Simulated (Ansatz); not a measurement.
**TaInS3 (model cell, started as cubic perovskite with Ta in the octahedra): a soft mode frozen in**

Wanted: the energy along a soft mode of TaInS3 (model cell, started as cubic perovskite with Ta in the octahedra) and the structure at the end.

Method: DFT PBE, scalar-relativistic, plane waves, PAW; PAW set soft_1, in Ansatz 0.2.0.

Most raw output is cut from this account.

The structure was built from a prototype and need not be the compound's stable phase.

### Step 1. Set-up

It takes space group Pm-3m (No. 221, cubic). The conventional cell has a = 4.858 Å, b = 4.858 Å, c = 4.858 Å, α = 90.00°, β = 90.00°, γ = 90.00°. Nearest to In lie 12 S at 3.43 Å. Nearest to Ta lie 6 S at 2.43 Å. S has 2 Ta at 2.43 Å nearest. Farther neighbours and most contacts between anions are not listed.

Coordinates:

```cif
data_structure
_symmetry_space_group_name_H-M 'Pm-3m'
_symmetry_Int_Tables_number 221
_cell_length_a 4.8576
_cell_length_b 4.8576
_cell_length_c 4.8576
_cell_angle_alpha 90.000
_cell_angle_beta 90.000
_cell_angle_gamma 90.000
_cell_volume 114.62
loop_
_atom_site_label
_atom_site_type_symbol
_atom_site_symmetry_multiplicity
_atom_site_Wyckoff_symbol
_atom_site_fract_x
_atom_site_fract_y
_atom_site_fract_z
_atom_site_occupancy
In1 In 1 a 0.00000 0.00000 0.00000 1
Ta1 Ta 1 b 0.50000 0.50000 0.50000 1
S1 S 3 c 0.50000 0.50000 0.00000 1
```

### Step 2. The dispersion

The cell comes from relaxations at this level that are not shown. Stability and thermal properties need the whole zone. Linear response on a 2×2×2 q mesh gives force constants as far as a supercell of that size would.

Input file input.yaml:

```yaml
crystal:
  lattice:
    - [4.8575955774, 0.0, 0.0]
    - [0.0, 4.8575955774, 0.0]
    - [0.0, 0.0, 4.8575955774]
  atoms:
    - { symbol: In, position: [0.0, 0.0, 0.0] }
    - { symbol: Ta, position: [0.5, 0.5, 0.5] }
    - { symbol: S, position: [0.5, 0.5, 0.0] }
    - { symbol: S, position: [0.5, 0.0, 0.5] }
    - { symbol: S, position: [0.0, 0.5, 0.5] }
kpoints:
  mp_grid: { grid: [8, 8, 8] }
hamiltonian:
  xc: pbe
  pseudopotentials: { kind: paw, azcp: { folder: soft_1 } }
scf:
  occupations: { method: methfessel_paxton, width: 0.2 }
output:
  eigenvalues: true
phonons:
  method: dfpt
  qmesh: [2, 2, 2]
  temperatures: { t_max: 1000, t_step: 50 }
  qpath:
    path:
      - [[0.0, 0.0, 0.0], [0.0, 0.5, 0.0], [0.5, 0.5, 0.0], [0.0, 0.0, 0.0], [0.5, 0.5, 0.5], [0.0, 0.5, 0.0]]
      - [[0.5, 0.5, 0.5], [0.5, 0.5, 0.0]]
    npoints: 10
```

On the command line:

```sh
$ ansatz run input.yaml --threads 4 --pin off --max-ram 16384MiB --backend cpu --events-out ev --progress --plain --runs-dir out
```

Elapsed: 3.8 min, on 4 threads of Arm Neoverse V1, shared host; peak memory 1.2 GiB.

This step gave:

| Quantity | Value |
| --- | --- |
| volume per atom | 22.92 Å³ |
| gap on the k-mesh | 0 eV |
| sum-rule residual before enforcement | 1.07e-5 eV/Å² |
| lowest frequency on the path | -101.4 cm⁻¹ |
| point group | m-3m |
| highest frequency on the path or at a solved wavevector | 477.1 cm⁻¹ |
| highest optical mode at the zone centre (no LO-TO term) | 301.7 cm⁻¹ |
| lowest optical zone-centre mode | -42.99 cm⁻¹ |
| lowest mode on the q mesh (acoustic modes at Γ apart) | -101.4 cm⁻¹ |

Frequencies (cm⁻¹) solved at each irreducible wavevector; negative means imaginary. Frequencies by wavevector, by row:

| q in reciprocal lattice units | star | mode 1 | mode 2 | mode 3 | mode 4 | mode 13 | mode 14 | mode 15 |
| --- | --- | --- | --- | --- | --- | --- | --- | --- |
| 0 0 0 | 1 | -43 | -43 | -43 | 0 | 301.7 | 301.7 | 301.7 |
| 0 0 -0.5 | 3 | -19.8 | -19.8 | 19 | 19 | 286.5 | 286.5 | 417.1 |
| 0 -0.5 -0.5 | 3 | -92.3 | -26.6 | 14.6 | 14.6 | 201.9 | 271.6 | 451 |
| -0.5 -0.5 -0.5 | 1 | -101.4 | -101.4 | -95.2 | -95.2 | 190.7 | 190.7 | 477.1 |

Interpolated from a 2×2×2 q mesh. Phonon branches along the path, in cm⁻¹:

```
    point  branch 1  branch 2  branch 3  branch 4  branch 12  branch 13  branch 14  branch 15
        Γ       -43       -43       -43         0        112        302        302        302
  halfway       -23       -23        22        22        130        295        295        360
        X       -20       -20        19        19        180        286        286        417
  halfway       -23        15        18        20        192        247        280        432
        M       -92       -27        15        15        185        202        272        451
  halfway       -22        13        22        23        170        275        288        394
        Γ       -43       -43       -43         0        112        302        302        302
  halfway         4        15        15        30        168        250        250        425
        R      -101      -101       -95       -95        191        191        191        477
  halfway       -24        10        10        20        190        210        218        452
        X       -20       -20        19        19        180        286        286        417
jump to R      -101      -101       -95       -95        191        191        191        477
  halfway       -94       -25       -25        20        182        182        196        468
        M       -92       -27        15        15        185        202        272        451
```

Symmetry leaves 4 wavevectors to solve. The lowest mode among them, the acoustic zeros apart, lies at q = (-0.5, -0.5, -0.5) and is imaginary, 101.4i cm⁻¹, so the energy falls along it.

### Step 3. The mode frozen in, largest atomic shift 0 Å

The mode followed lies at q = (-0.5, -0.5, -0.5) with frequency 101.4i cm⁻¹ and is 2-fold degenerate, the softest among the wavevectors solved. At small amplitude the distorted cell has space group no. 69 by a symmetry search on the positions. The undistorted cell that holds it gives the zero of energy on the same k mesh.

System of this step: TaInS3 (model cell, started as cubic perovskite with Ta in the octahedra). The structure is cubic, space group Pm-3m (No. 221). Conventional cell: a = 4.858 Å, b = 4.858 Å, c = 4.858 Å, α = 90.00°, β = 90.00°, γ = 90.00°. Nearest to In lie 12 S at 3.43 Å. Nearest to Ta lie 6 S at 2.43 Å. Nearest to S lie 2 Ta at 2.43 Å. Farther neighbours and most contacts between anions are not listed.

input.yaml, the sections that differ from step 2:

```yaml
crystal:
  lattice:
    - [4.8575955774, 4.8575955774, 0.0]
    - [4.8575955774, 0.0, 4.8575955774]
    - [4.8575955774, 0.0, -4.8575955774]
  atoms:
    - { symbol: In, position: [0.0, 0.0, 1.0] }
    - { symbol: In, position: [0.0, 0.5, 0.5] }
    - { symbol: Ta, position: [0.5, 0.25, 0.75] }
    - { symbol: Ta, position: [0.5, 0.75, 0.25] }
    - { symbol: S, position: [0.5, 0.0, 1.0] }
    - { symbol: S, position: [0.5, 0.5, 0.5] }
    - { symbol: S, position: [0.0, 0.0, 0.5] }
    - { symbol: S, position: [0.0, 0.5, 0.0] }
    - { symbol: S, position: [0.5, 0.0, 0.5] }
    - { symbol: S, position: [0.5, 0.5, 0.0] }
output:
  forces: true
  stress: true
  eigenvalues: true
# kpoints, hamiltonian, scf: as in step 2
# phonons: removed
```

It took 5.1 s on 4 threads; peak memory 0.76 GiB.

This step gave:

```yaml
pressure: -0.05682 GPa
energy_from_the_undistorted_cell: 0 meV/atom
```

The run ends at a pressure of -0.06 GPa.

### Step 4. The mode frozen in, largest atomic shift 0.04 Å

The atoms are moved along the unstable eigenvector, the largest shift by 0.04 Å, with the cell fixed.

input.yaml, the sections that differ from step 3:

```yaml
crystal:
  lattice:
    - [4.8575955774, 4.8575955774, 0.0]
    - [4.8575955774, 0.0, 4.8575955774]
    - [4.8575955774, 0.0, -4.8575955774]
  atoms:
    - { symbol: In, position: [0.0, 0.0, 1.0] }
    - { symbol: In, position: [0.0, 0.5, 0.5] }
    - { symbol: Ta, position: [0.5, 0.25, 0.75] }
    - { symbol: Ta, position: [0.5, 0.75, 0.25] }
    - { symbol: S, position: [0.5, -0.0028622333, 1.0028622333] }
    - { symbol: S, position: [0.5, 0.5028622333, 0.4971377667] }
    - { symbol: S, position: [0.0025100601, -0.00125503, 0.49874497] }
    - { symbol: S, position: [-0.0025100601, 0.50125503, 0.00125503] }
    - { symbol: S, position: [0.5, 0.0041172633, 0.5041172633] }
    - { symbol: S, position: [0.5, 0.4958827367, -0.0041172633] }
# kpoints, hamiltonian, scf, output: as in step 3
```

Wall time 16 s (4 threads); peak memory 1.1 GiB.

This step gave:

```
pressure                         : 0.04223 GPa
energy from the undistorted cell : -0.947 meV/atom
```

The energy, extrapolated to zero smearing, is -0.95 meV/atom against the undistorted cell.

The run ends at a pressure of 0.04 GPa, with forces up to 0.038 eV/Å.

### Step 5. Energy along the mode, all amplitudes (two of the runs are shown above)

An imaginary frequency means negative curvature, so the energy should fall and then rise again as anharmonic terms take over.

This step gave:

```
depth at the lowest point sampled  : 0.947 meV/atom
largest atomic shift at that point : 0.04 Å
```

Energy from the parent against largest atomic shift:

| largest atomic shift (Å) | energy from the parent (meV/atom) |
| --- | --- |
| 0.0000 | 0 |
| 0.0400 | -0.947 |
| 0.0800 | 0.138 |
| 0.1400 | 13.7 |

Displacement at unit largest shift by atom:

```
atom  x (Å)  y (Å)  z (Å)  size
 In1   0.00   0.00   0.00  0.00
 In2   0.00   0.00   0.00  0.00
 Ta3   0.00   0.00   0.00  0.00
 Ta4   0.00   0.00   0.00  0.00
  S5   0.00   0.00  -0.69  0.69
  S6   0.00   0.00   0.69  0.69
  S7   0.00   0.30   0.00  0.30
  S8   0.00  -0.30   0.00  0.30
  S9   1.00   0.00   0.00  1.00
 S10  -1.00   0.00   0.00  1.00
```

The lowest of the steps tried is at 0.04 Å, 0.947 meV/atom below the parent; the bottom of the well need not coincide with a step.

### Step 6. Relaxing from the distorted cell

Starting from the lowest point found, all atoms and the cell are let go, so that strain and other modes of the same symmetry can join in.

input.yaml: that of step 4 with these lines changed.

```diff
@@ -27 +27,10 @@
   eigenvalues: true
+  write_density: true
+  write_potential: true
+  elf: true
+  volumetric_format: npy
+relax:
+  adjacent_minimum: "off"
+  f_tol: 0.002
+  max_steps: 120
+  cell: { stress_tol: 0.03 }
```

The job ended after 2.2 min (4 threads; peak memory 1.2 GiB; 8.6 min of CPU time).

The steps of the relaxation:

| step | energy less that of the first step (eV) | largest force component (eV/Å) | pressure (GPa) | volume (Å³) |
| --- | --- | --- | --- | --- |
| 1 | 0.0000 | 0.0378 | 0.04 | 229.24 |
| 2 | -0.0003 | 0.0314 | -0.01 | 229.42 |
| 3 | -0.0006 | 0.0213 | 0.04 | 229.44 |
| 4 | -0.0007 | 0.0115 | -0.01 | 229.53 |
| 5 | -0.0006 | 0.0050 | 0.00 | 229.51 |
| 6 | -0.0008 | 0.0018 | 0.00 | 229.51 |
| 7* | -0.0008 | 0.0018 | 0.00 | 229.51 |

Relaxation steps marked * repeat the geometry before them on a plane-wave basis chosen anew for their cell, so energy and pressure can jump there. Relaxation step 5 was tried and not accepted.

The run keeps the 8 symmetry operations that it works with, so distortions that break them were not tested.

| cell as run | before | after | change |
| --- | --- | --- | --- |
| a (Å) | 6.870 | 6.871 | +0.0 % |
| b (Å) | 6.870 | 6.875 | +0.1 % |
| c (Å) | 6.870 | 6.875 | +0.1 % |
| β (°) | 60.00 | 59.98 | -0.0 % |
| γ (°) | 60.00 | 59.98 | -0.0 % |
| volume (Å³/atom) | 22.92 | 22.95 | +0.1 % |

The atoms that moved most (Å, as changes of fractional coordinates times the final cell):

```csv
atom,dx,dy,dz,length
S6,0.000,0.000,0.017,0.017
S5,0.000,0.000,-0.017,0.017
S7,0.000,-0.013,0.000,0.013
S8,0.000,0.013,0.000,0.013
```

Numbers from this step:

- pressure: 4.36e-5 GPa
- volume per atom: 22.95 Å³

Valence density in the ac plane of the conventional cell at fractional y = 0.500, with atoms of In and Ta and S within 0.2 Å of it. It is the smooth field of the valence electrons, not physical close to the nuclei.

Values in units of 1e0 e/Å³, 13 rows by 16 columns, each cell a mean:
```
3.6 2.2 0.4 0.1 0.1 0.1 0.0 0.0 0.0 0.0 0.1 0.1 0.1 0.2 1.3 3.3
0.7 0.4 0.2 0.1 0.1 0.1 0.1 0.2 0.3 0.2 0.1 0.1 0.1 0.1 0.3 0.6
0.9 0.9 0.4 0.1 0.1 0.2 1.2 4.0 4.9 2.2 0.4 0.1 0.1 0.2 0.7 1.0
0.7 1.0 0.5 0.1 0.1 0.2 1.7 5.8 7.0 3.1 0.5 0.1 0.1 0.3 0.8 0.9
0.7 0.5 0.2 0.1 0.1 0.1 0.2 0.6 0.7 0.4 0.1 0.1 0.1 0.1 0.4 0.7
2.7 1.4 0.3 0.1 0.1 0.1 0.0 0.0 0.0 0.0 0.1 0.1 0.1 0.2 0.8 2.3
4.2 3.2 0.6 0.2 0.1 0.1 0.0 0.0 0.0 0.0 0.1 0.1 0.1 0.3 2.0 4.3
1.8 0.8 0.2 0.1 0.1 0.1 0.1 0.1 0.1 0.1 0.1 0.1 0.1 0.2 0.5 1.5
0.9 0.6 0.3 0.1 0.1 0.1 0.4 1.2 1.5 0.7 0.2 0.1 0.1 0.2 0.5 0.8
0.6 1.0 0.5 0.1 0.1 0.3 2.0 6.6 8.1 3.6 0.5 0.1 0.1 0.3 0.9 0.8
1.0 0.8 0.3 0.1 0.1 0.2 0.8 2.6 3.2 1.4 0.3 0.1 0.1 0.2 0.6 1.0
0.9 0.5 0.2 0.1 0.1 0.1 0.1 0.1 0.1 0.1 0.1 0.1 0.1 0.1 0.3 0.8
4.0 2.8 0.5 0.2 0.1 0.1 0.0 0.0 0.0 0.0 0.1 0.1 0.1 0.3 1.7 3.9
```
Columns run along a (6.9 Å), rows up along c (9.7 Å), edges of the conventional cell, whose origin can differ from the input's. Atoms in or near the plane, at fractional coordinates: In at (0.50, 0.25), In at (0.50, 0.75), Ta at (0.00, 0.00), Ta at (0.00, 0.50), S at (0.00, 0.25), S at (0.00, 0.75).

Electrostatic potential energy in the ac plane of the conventional cell at fractional y = 0.500, with atoms of In and Ta and S within 0.2 Å of it. With pseudopotentials it is smooth inside the atoms' cores, unlike the true potential.

Values in eV, 13 rows by 16 columns, each cell a mean:
```
-40 -27  -3   8  11  12  12  12  12  12  12  12  10   2 -18 -37
 -4   2   8  11  11  10   8   4   3   6  10  11  11   9   4  -2
-27 -15   6  11  10   5 -13 -26 -27 -20   0   9  11   9  -6 -25
-29 -23   4  11  10   3 -18 -29 -30 -25  -4   9  11   8 -12 -30
 -5   3   9  11  11   9   4  -4  -6   1   8  11  11  10   5  -2
-30 -18   0   9  11  12  11  11  11  11  12  12  10   5 -10 -27
-46 -38  -8   7  11  12  12  12  12  12  12  12   9   0 -27 -45
-21 -10   3   9  11  12  11  10  10  10  11  12  11   6  -4 -18
-11  -1   9  11  11   8  -1 -11 -13  -5   6  10  11  10   4  -8
-28 -26   3  11  10   2 -20 -30 -30 -26  -5   8  11   8 -15 -32
-21  -8   7  11  11   6  -7 -21 -22 -14   3  10  11  10  -1 -18
 -9  -2   6  10  11  11   9   8   7   9  11  11  11   8   2  -7
-44 -33  -6   7  11  12  12  12  12  12  12  12   9   1 -23 -43
```
Columns run along a (6.9 Å; values clipped at the 3rd and 97th percentile), rows up along c (9.7 Å), edges of the conventional cell, whose origin can differ from the input's. Atoms in or near the plane, at fractional coordinates: In at (0.50, 0.25), In at (0.50, 0.75), Ta at (0.00, 0.00), Ta at (0.00, 0.50), S at (0.00, 0.25), S at (0.00, 0.75).

ELF in the ac plane of the conventional cell at fractional y = 0.500, with atoms of In and Ta and S within 0.2 Å of it. It is the smooth field of the valence electrons, not physical close to the nuclei.

Values, 13 rows by 16 columns, each cell a mean:
```
0.58 0.57 0.21 0.15 0.14 0.08 0.05 0.05 0.05 0.04 0.06 0.11 0.15 0.14 0.43 0.62
0.49 0.42 0.27 0.12 0.07 0.11 0.19 0.25 0.27 0.22 0.14 0.07 0.09 0.21 0.37 0.47
0.51 0.77 0.74 0.31 0.12 0.24 0.28 0.17 0.14 0.25 0.28 0.15 0.18 0.61 0.80 0.61
0.31 0.71 0.78 0.37 0.13 0.26 0.27 0.10 0.07 0.20 0.29 0.17 0.21 0.67 0.81 0.44
0.62 0.58 0.42 0.16 0.07 0.15 0.24 0.29 0.29 0.27 0.19 0.09 0.10 0.31 0.54 0.62
0.57 0.43 0.16 0.13 0.11 0.07 0.06 0.09 0.10 0.07 0.06 0.10 0.13 0.13 0.32 0.55
0.41 0.67 0.28 0.16 0.16 0.09 0.04 0.02 0.02 0.03 0.07 0.13 0.18 0.17 0.57 0.55
0.49 0.35 0.15 0.12 0.10 0.07 0.09 0.14 0.15 0.11 0.07 0.08 0.11 0.13 0.25 0.46
0.71 0.71 0.54 0.19 0.08 0.18 0.27 0.27 0.27 0.29 0.23 0.11 0.12 0.41 0.67 0.72
0.18 0.68 0.80 0.39 0.14 0.26 0.26 0.06 0.04 0.18 0.30 0.18 0.22 0.69 0.80 0.34
0.66 0.78 0.67 0.27 0.10 0.22 0.29 0.23 0.20 0.27 0.26 0.14 0.15 0.53 0.78 0.72
0.44 0.33 0.19 0.12 0.08 0.08 0.14 0.21 0.22 0.17 0.10 0.07 0.10 0.15 0.28 0.41
0.50 0.64 0.25 0.16 0.15 0.08 0.04 0.03 0.03 0.03 0.06 0.12 0.17 0.16 0.52 0.59
```
Columns run along a (6.9 Å), rows up along c (9.7 Å), edges of the conventional cell, whose origin can differ from the input's. Atoms in or near the plane, at fractional coordinates: In at (0.50, 0.25), In at (0.50, 0.75), Ta at (0.00, 0.00), Ta at (0.00, 0.50), S at (0.00, 0.25), S at (0.00, 0.75).

The distorted start has space group Fmmm; the relaxation ends in I4/mcm.

[end of part 1 of 2]

[Logs are printed without paths, hosts, clocks, repeated set-up lines and the standing remarks that a program may print on its own settings, such as how far it seeks lower states.]

[Hosts, paths, dates, database ids (printed as entryN), source tags and the programs' standing remarks are cut or masked in the printed files.]
